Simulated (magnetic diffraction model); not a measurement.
## TbDyCrGe₄: the ordered moment from one line

Space group Amm2 (no. 38), a = 4.3170 Å, b = 4.2760 Å, c = 15.6550 Å.

| site | atom | x | y | z |
| --- | --- | --- | --- | --- |
| 2a | Dy | 0 | 1/2 | 0.1017 |
| 2b | Tb | 1/2 | 0 | 0.3986 |
| 2a | Ge | 0 | 0 | 0.2512 |
| 2b | Ge | 1/2 | 1/2 | 0.2629 |
| 2a | Ge | 0 | 1/2 | 0.4373 |
| 2b | Ge | 1/2 | 0 | 0.0523 |
| 2b | Cr | 1/2 | 0 | 0.2057 |

This is a made-up structure (elements placed in a structure type, unrelaxed), so the numbers test the method and describe no known phase.

Only Dy and Tb are taken to order (form factors of Dy3+ and Tb3+); orders and moment sizes are assumed, and not adapted to the symmetry. Radiation: neutrons of λ = 2.0775 Å (absorption by Dy left out), 5° to 60°; isotropic B of 0.38 Å² (Dy), 0.36 Å² (Tb), 0.55 Å² (Ge) and 0.57 Å² (Cr). The intensities are simulated: I ∝ L Σ (|F_N|² + |F_M⊥|²) for unpolarised neutrons, with F_M = 2.695 fm/μB × Σ f(s) S exp(2πi Q·r) exp(−B s²) at Q = H ± k (one set where k and −k are equivalent), only the part normal to Q counting and L = 1/(sin²θ cos θ). For collinear order S is the moment m, which repeats by lattice and centring translations R with the sign exp(−2πi k·R). Form factors are spin-only for 3d ions and dipole or tabulated for f ions, scattering lengths are Sears's of 1992, and absorption is left out. A label names one of the reflections at its angle. The strongest nuclear line in the range is 100, and lines under 0.2 are left out.

In a first state the assumed order is k = (0 0 0), collinear moments along [111], 8.1 μB on Dy and 6.2 μB on Tb; signs + at (0, 1/2, 0.1017), + at (1/2, 0, 0.3986), with this pattern:

```tsv
2θ (°)	index	nuclear	magnetic
15.25	(0 0 2)	6.2	1.5
27.85	(1 0 0)	0.9	0.6
29.17	(0 1 1)	0.6	33.6
30.78	(0 0 4)	0.4	2.4
31.90	(1 0 2)	6.2	33.0
36.61	(0 1 3)	8.3	2.8
40.77	(1 1 1)	7.1	18.4
41.98	(1 0 4)	3.0	4.1
46.61	(1 1 3)	100.0	26.3
46.92	(0 0 6)	17.4	0.8
48.56	(0 1 5)	13.0	7.5
55.44	(1 0 6)	13.5	1.9
56.90	(1 1 5)	0.0	0.3
57.53	(2 0 0)	24.2	5.7
58.14	(0 2 0)	23.8	5.5
59.89	(2 0 2)	1.0	1.0
```

**Question.** Nearer the ordering temperature the line at 29.17° has total intensity 24.9 on the same scale, and all moments have shrunk alike. How large is the Dy moment?

The nuclear part, 0.6, stays, so the magnetic part is 24.3 against 33.6. It goes as m², so m = 8.1 × √(24.3/33.6) = 6.89 μB; the value used was 6.88 μB.

[Logs are printed without paths, hosts, clocks, repeated set-up lines and the standing remarks that a program may print on its own settings, such as how far it seeks lower states.]
